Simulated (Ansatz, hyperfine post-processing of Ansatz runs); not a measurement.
# Li2MnO2F: isotropic lines and sites in a paramagnetic 7Li spectrum

Calculated values: DFT, PBEsol+U, plane-wave PAW, default files (PAW set soft_2), collinear spin, scalar-relativistic (Ansatz), contact and point-dipole shifts scaled to 340 K with Θ = 0 K (a pure Curie law); spin-only moments, above the ordering temperature.

```xyz
12
Lattice="2.5846 -4.4675 0.0000 2.5846 4.4675 0.0000 -1.8071 0.0000 4.8345" Properties=species:S:1:pos:R:3 pbc="T T T"
Mn    1.1242   -3.5918    3.6309
Mn    2.0278    3.5918    1.2137
F     0.2996    0.8311    2.5646
F     1.2031   -0.8311    0.1473
O     2.8895    2.3435    2.3697
O     1.9859   -2.3435    4.7869
O     4.0351    0.5638    0.0206
O     3.1315   -0.5638    2.4379
Li    1.3845   -0.8081    3.5446
Li    2.2880    0.8081    1.1273
Li    1.1904    2.2735    3.5798
Li    2.0940   -2.2735    1.1625
```

7Li MAS at 9.4 T (155.6 MHz), 62.5 kHz, 340 K; contact and dipolar shift alone, no orbital or quadrupolar part; lines under 1.5 % of the strongest are left out. NMR lines, with heights relative to the strongest:

| position (ppm) | intensity |
| --- | --- |
| -903.9 | 1.5 |
| -502.1 | 7.3 |
| -140.5 | 10 |
| -100.3 | 20 |
| 261.3 | 25 |
| 301.5 | 44 |
| 663.1 | 100 |
| 703.3 | 37 |
| 1064.9 | 38 |
| 1105.0 | 41 |
| 1466.7 | 4.6 |
| 1506.8 | 20 |
| 1908.6 | 7.8 |
| 2310.4 | 1.7 |

Q: Find the isotropic shifts among the lines and assign them to the Li sites.

Sidebands are spaced by 402 ppm (the spinning rate over the resonance of 155.6 MHz). An isotropic line need not be the tallest: it is the area-weighted centre of its own family of sidebands, and the one that stays put when the rate is changed. Isotropic shifts: 703 ppm for atom 9 and the 1 atom equivalent to it (7 Mn through links of 84 to 91° (8), 99 to 102° (2), 162° (1) and 175° (1)), reduced anisotropy 1244 ppm; 663 ppm for atom 11 and the 1 atom equivalent to it (7 Mn through links of 83 to 91° (7), 95 to 99° (3) and 171 to 174° (2)), reduced anisotropy -771 ppm. The families' total areas stand as 1:1; where areas are equal the match rests on the calculation.

[Logs are printed without paths, hosts, clocks, repeated set-up lines and the standing remarks that a program may print on its own settings, such as how far it seeks lower states.]

[Hosts, paths, dates, database ids (printed as entryN), source tags and the programs' standing remarks are cut or masked in the printed files.]
